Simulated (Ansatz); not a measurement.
# Quasi-harmonic thermodynamics of MgS (Niningerite, Fm-3m), part 2 of 4

How much does MgS (Niningerite) expand with temperature?

What experiment has found for this phase:
- heat capacity C_P per formula unit 45.6 J/mol/K near room temperature (given in “High-Throughput Prediction of Finite-Temperature Properties using the Quasi-Harmonic Approximation”, 2016, arXiv:1603.06924)

Ansatz 0.2.0; DFT LDA, scalar-relativistic, plane waves, PAW (the session's first sound run).

So far. Step 2 (Probe on a coarse mesh): The start is under -3.3 GPa at this level and looks like an insulator or semiconductor on this mesh. Step 4 (Relaxing to small residual forces and stress): The residual pressure is 0.0086 GPa, small enough for phonons.

### Step 5. Phonons on strained cells, functional LDA, q-mesh 2×2×2

Thermal expansion follows from how the free energy of the vibrations (and of the electrons in a metal) changes with strain, so the program makes strained cells, their phonons and a fit in one run.

Contents of input.yaml:

```yaml
crystal:
  lattice:
    - [0.0, 2.5645181579, 2.5645181579]
    - [2.5645181579, 0.0, 2.5645181579]
    - [2.5645181579, 2.5645181579, 0.0]
  atoms:
    - { symbol: Mg, position: [0.0, 0.0, 0.0] }
    - { symbol: S, position: [0.5, 0.5, 0.5] }
kpoints:
  mp_grid: { grid: [8, 8, 8] }
hamiltonian:
  xc: lda
scf:
  occupations: { method: fixed }
output:
  eigenvalues: true
phonons:
  method: dfpt
  qmesh: [2, 2, 2]
  temperatures: { t_max: 800.0, t_step: 50 }
  thermal_expansion: {}
```

Command:

```console
$ ansatz run input.yaml --threads 4 --pin off --max-ram 16384MiB --backend cpu --events-out ev --progress --plain --runs-dir out
```

Numbers of over 12 decimals in the logs are rounded to 6 here.

Output:

```text
[...]
Crystal: 2 atoms, lattice volume = 33.732 Å³
Basis set: ecut = 487.2 eV, 869 PW (Γ), exchange–correlation on 54×54×54 points (8 copies of the dense FFT grid, shifted against one another)
Bands: 12, of which v1, the nominal top of the filled ones, is band 8 counted from 1 (7 counted from 0)
Symmetry: 48 space group operations
[...]
k-points: 29 of 512
[...]
SCF iter   1: F=—  HF=-2774.185761 eV  |F-HF|=—  |Δ(HF+E_count)|=         —  Δρ=6.89e-3  dr2=8.91e-3  ethr=1.77e-3  ⟨swp⟩=5.3  Hψ=1888  notcnv=0  defer=45
[...]
SCF iter   8: F=-2774.179006 eV  HF=-2774.179006 eV  |F-HF|=9.09e-13  |Δ(HF+E_count)|=  1.28e-10  Δρ=2.22e-8  dr2=1.38e-13  ethr=1.00e-12  ⟨swp⟩=7.0  Hψ=1803  notcnv=0
SCF 1 converged in 8 iterations: F = -2774.179006 eV  dr2 = 1.38e-13
[...]
relax step   1: F+E_penalty+E_count = -2774.17900567 eV  Δ(F+E_penalty+E_count) = +0.000e0 eV  max|allowed force component| = 2.375e-30 eV/Å  Δτ_max = 0.0000 Å  (8 SCF iters, accepted)
SCF converged after 8 iterations
Free energy (F): -2774.179006 eV
[...]
Internal energy: -2774.179006 eV  (E = F + TS)
E sigma→0 (E₀):  -2774.179006 eV
Fermi energy:    6.698072 eV
[...]
--- Stress (GPa, compression-positive) ---
        0.006813       0.000000      -0.000000
        0.000000       0.006813       0.000000
       -0.000000      -0.000000       0.006813
  P = ⅓ Tr σ = 0.0068 GPa (0.068 kbar)
--- Band table (eV; the first three rows and the last of 29) ---
  k-point 0: bands = [... 4 lower, -6.2083, 6.6981, 6.6981, 6.6981, 10.5245, 14.4626, 14.4626, 14.4626]
  k-point 1: bands = [... 4 lower, -6.0435, 5.5929, 6.5865, 6.5865, 11.3227, 14.1869, 14.7281, 14.7281]
  k-point 2: bands = [... 4 lower, -5.5946, 3.7321, 6.3449, 6.3449, 11.6209, 14.3781, 14.3781, 15.0714]
  k-point 28: bands = [... 4 lower, -4.2973, 3.2389, 3.2389, 4.1623, 11.9362, 14.5693, 14.5693, 14.7128]
── thermal expansion: 3 new cells, 3 in all ──
thermal expansion: relaxation of cell 2
thermal expansion: relaxation of cell 3
── thermal expansion: 2 new cells, 5 in all ──
thermal expansion: relaxation of cell 4
thermal expansion: lower-state search of cell 4
thermal expansion: phonons of cell 4
thermal expansion: relaxation of cell 5
thermal expansion: phonons of cell 5
── thermal expansion: 5 new cells, 10 in all ──
thermal expansion: relaxation of cell 6
thermal expansion: relaxation of cell 7
thermal expansion: relaxation of cell 8
thermal expansion: relaxation of cell 9
thermal expansion: relaxation of cell 10
thermal expansion: phonons of cell 6
thermal expansion: phonons of cell 7
WARN: thermal expansion: narrow_supercell: the supercell is narrow for a crystal that has a band gap and may be polar, so the expansion can be far off: type phonons.supercell or phonons.qmesh [3, 3, 3] or more in a new run
--- Relaxed structure (1 steps of the walk, 1 accepted, 0 SCFs on fresh bases) ---
  F+E_penalty+E_count = -2774.17900567 eV   max|allowed force component| = 2.375e-30 eV/Å
  atoms:
    - { symbol: Mg, position: [0.0, 0.0, 0.0] }
    - { symbol: S, position: [0.5, 0.5, 0.5] }
--- Thermal expansion: 10 cells in 3 rounds, 0 GPa ---
  no lower state was reached at cell 4
  without vibrations: a 3.62687, b 3.62687, c 3.62687 Å, V 33.7351 Å³, B 83.23 GPa
  at 0 K: a 3.63694, b 3.63694, c 3.63694 Å, V 34.0169 Å³, B 81.29 GPa
  zero-point expansion: a +0.278, b +0.278, c +0.278, V +0.835 %
      T/K        a/Å        b/Å        c/Å       V/Å³ | expansion of a, b, c, V (1e-6/K)   | that of V in the mean from 25 °C | C_P, C_V (J/mol K of the cell) | B_T, B_S (GPa)
     0.00    3.63694    3.63694    3.63694    34.0169 |    0.00    0.00    0.00    0.00 |   26.94 |     0.000     0.000 |    81.29    81.29
   100.00    3.63775    3.63775    3.63775    34.0394 |    6.87    6.87    6.87   20.61 |   37.21 |    23.213    23.143 |    80.77    81.01
   200.00    3.64158    3.64158    3.64158    34.1472 |   13.09   13.09   13.09   39.27 |   43.10 |    40.395    39.894 |    79.00    79.99
   298.15    3.64673    3.64673    3.64673    34.2923 |   15.42   15.42   15.42   46.25 |       - |    46.028    45.014 |    76.98    78.72
   350.00    3.64972    3.64972    3.64972    34.3767 |   16.18   16.18   16.18   48.53 |   47.49 |    47.596    46.301 |    75.87    77.99
   450.00    3.65585    3.65585    3.65585    34.5501 |   17.31   17.31   17.31   51.93 |   49.51 |    49.564    47.704 |    73.64    76.51
   550.00    3.66236    3.66236    3.66236    34.7351 |   18.29   18.29   18.29   54.86 |   51.27 |    50.904    48.435 |    71.32    74.96
   650.00    3.66924    3.66924    3.66924    34.9312 |   19.24   19.24   19.24   57.72 |   52.95 |    51.999    48.861 |    68.90    73.32
   750.00    3.67649    3.67649    3.67649    35.1386 |   20.24   20.24   20.24   60.72 |   54.62 |    53.012    49.128 |    66.37    71.62
   800.00    3.68026    3.68026    3.68026    35.2468 |   20.77   20.77   20.77   62.32 |   55.46 |    53.518    49.226 |    65.07    70.74
  the static fit leaves 0.001 meV an atom of the energies and, of the stresses, 0.000 GPa of each cell's largest along a strain (root mean squares over the cells), whose Pulay part it has at -0.009 GPa
  vibrations' free energy: its fit passes through its cells
  the electrons' free energy at temperature is not in it: every band gap is over 0.83 eV
  free energies summed between the sampled wave vectors
  estimated error of the fitted expansion in any direction: up to 0.040e-6/K, at 800 K, with few degrees of freedom (an estimate, not a bound: it was exceeded on models of known expansion)
  by sums over the sampled wave vectors an expansion of the volume parts by up to 3.39e-6/K
  by a static energy of one degree less an expansion of the volume parts by up to 0.07e-6/K
  band gaps on the cells' k-points are 2.481 to 2.707 eV
  narrow_supercell: the supercell is narrow for a crystal that has a band gap and may be polar, so the expansion can be far off: type phonons.supercell or phonons.qmesh [3, 3, 3] or more in a new run
```

Run time: 36 s. Hardware: 4 threads of Intel Xeon Platinum 8488C (Sapphire Rapids), shared host; peak memory 0.6 GiB; 2 min of CPU time.

Numbers from this step:

```yaml
pressure: 0.006813 GPa
volume_expansion_coefficient_at_298_k: 46.25 1e-6/K
c_p_at_298_k: 23.01 J/mol-atom/K
entropy_at_298_k: 25.71 J/mol-atom/K
isothermal_bulk_modulus_at_298_k: 76.98 GPa
grueneisen_parameter_at_298_k: 1.633
volume_at_298_k: 17.15 Å³/atom
principal_linear_expansion_coefficients_at_298_k: 15.42, 15.42, 15.42 1e-6/K
```

Strained cells of the study; zero-point energy where phonons were solved; the pressures are stresses at a fixed cutoff and can carry an offset from the finite basis. Expansion cells, by row:

```
cell  |a| (Å)  |b| (Å)  |c| (Å)  V (Å³/atom)  E - E_lowest (meV/atom)  pressure, compression positive (GPa)  gap (eV)  zero-point energy (meV/atom)
   1    3.627    3.627    3.627        16.87                        0                                -0.003     2.648                             -
   2    3.656    3.656    3.656        17.27                    2.445                                -1.898     2.599                             -
   3    3.598    3.598    3.598        16.47                    2.564                                 2.087     2.696                             -
   4    3.627    3.627    3.627        16.87                        0                                -0.026     2.647                         42.68
   5    3.645    3.645    3.645        17.13                    0.997                                -1.233     2.617                          41.6
   6    3.673    3.673    3.673        17.52                     6.12                                -2.926      2.57                         39.96
   7    3.696    3.696    3.696        17.85                    13.54                                -4.211     2.531                         38.61
   8    3.591    3.591    3.591        16.37                    3.953                                 2.619     2.707                             -
   9    3.609    3.609    3.609        16.62                    0.965                                 1.257     2.678                             -
  10    3.726    3.726    3.726        18.28                    26.92                                -5.697     2.481                             -
```

Quasi-harmonic; a, b, c are the run's own cell vectors. Expansion, by row:

```
T (K)  a (Å)  b (Å)  c (Å)  alpha (deg)  beta (deg)  gamma (deg)  cell volume (Å³/cell)  alpha_a (1e-6/K)  alpha_b (1e-6/K)  alpha_c (1e-6/K)  alpha_V (1e-6/K)  C_P (J/mol-atom/K)  C_V (J/mol-atom/K)  S (J/mol-atom/K)  B_T (GPa)  B_S (GPa)  Grueneisen  extrapolation  fit error (1e-6/K)
    0  3.637  3.637  3.637           60          60           60                  34.02                 0                 0                 0                 0                   0                   0                 0      81.29      81.29           -              0                   0
   50  3.637  3.637  3.637           60          60           60                  34.02              1.41              1.41              1.41              4.23               3.069               3.068             0.961      81.24      81.26       1.146              0                   0
  100  3.638  3.638  3.638           60          60           60                  34.04              6.87              6.87              6.87             20.61               11.61               11.57              5.77      80.77      81.01       1.474              0                   0
  150  3.639  3.639  3.639           60          60           60                  34.09             10.82             10.82             10.82             32.46               17.16               17.04             11.64      79.95      80.55       1.564              0                0.01
  200  3.642  3.642  3.642           60          60           60                  34.15             13.09             13.09             13.09             39.27                20.2               19.95             17.04         79      79.99       1.599              0                0.01
  250  3.644  3.644  3.644           60          60           60                  34.22             14.49             14.49             14.49             43.46               21.95               21.57             21.75      77.99      79.36       1.619              0                0.01
298.1  3.647  3.647  3.647           60          60           60                  34.29             15.42             15.42             15.42             46.25               23.01               22.51             25.71      76.98      78.72       1.633              0                0.01
  300  3.647  3.647  3.647           60          60           60                   34.3             15.45             15.45             15.45             46.34               23.05               22.54             25.85      76.94      78.69       1.634              0                0.01
  350   3.65   3.65   3.65           60          60           60                  34.38             16.18             16.18             16.18             48.53                23.8               23.15             29.46      75.87      77.99       1.646              0                0.01
  400  3.653  3.653  3.653           60          60           60                  34.46             16.78             16.78             16.78             50.33               24.35               23.56             32.68      74.77      77.26       1.657              0                0.01
  450  3.656  3.656  3.656           60          60           60                  34.55             17.31             17.31             17.31             51.93               24.78               23.85             35.57      73.64      76.51       1.668              0                0.02
  500  3.659  3.659  3.659           60          60           60                  34.64             17.81             17.81             17.81             53.42               25.14               24.06              38.2      72.49      75.75       1.679              0                0.02
  550  3.662  3.662  3.662           60          60           60                  34.74             18.29             18.29             18.29             54.86               25.45               24.22             40.62      71.32      74.96        1.69              0                0.03
  600  3.666  3.666  3.666           60          60           60                  34.83             18.76             18.76             18.76             56.28               25.73               24.34             42.84      70.12      74.15       1.701              0                0.03
  650  3.669  3.669  3.669           60          60           60                  34.93             19.24             19.24             19.24             57.72                  26               24.43             44.91       68.9      73.32       1.712              0                0.03
  700  3.673  3.673  3.673           60          60           60                  35.03             19.73             19.73             19.73             59.19               26.25                24.5             46.85      67.65      72.48       1.724              0                0.02
  750  3.676  3.676  3.676           60          60           60                  35.14             20.24             20.24             20.24             60.72               26.51               24.56             48.67      66.37      71.62       1.736              0                0.02
  800   3.68   3.68   3.68           60          60           60                  35.25             20.77             20.77             20.77             62.32               26.76               24.61             50.39      65.07      70.74       1.749              0                0.04
```

The expansion coefficient by temperature; values in 1e-6/K:

```
temperature (K)  volume  principal 1
              0       0            0
             50    4.23         1.41
            100    20.6         6.87
            150    32.5         10.8
            200    39.3         13.1
            250    43.5         14.5
            298    46.2         15.4
            300    46.3         15.4
            350    48.5         16.2
            400    50.3         16.8
            450    51.9         17.3
            500    53.4         17.8
            550    54.9         18.3
            600    56.3         18.8
            650    57.7         19.2
            700    59.2         19.7
            750    60.7         20.2
            800    62.3         20.8
```

At 298 K the volume expansion is 46.2 × 10⁻⁶/K and B_T is 77.0 GPa. The log warns that this q-mesh is too narrow, so the figure can be far off. The program raised the cutoff to 487.2 eV by itself: with no cutoff typed, the study takes about 1.16 times the default for its relaxations and scales it with the volume for the phonons.

(Part 2 of 4 ends here.)

[Logs are printed without paths, hosts, clocks, repeated set-up lines and the standing remarks that a program may print on its own settings, such as how far it seeks lower states.]

[Hosts, paths, dates, database ids (printed as entryN), source tags and the programs' standing remarks are cut or masked in the printed files.]

[A step with changed settings may run another functional than the one named; its input shows which.]
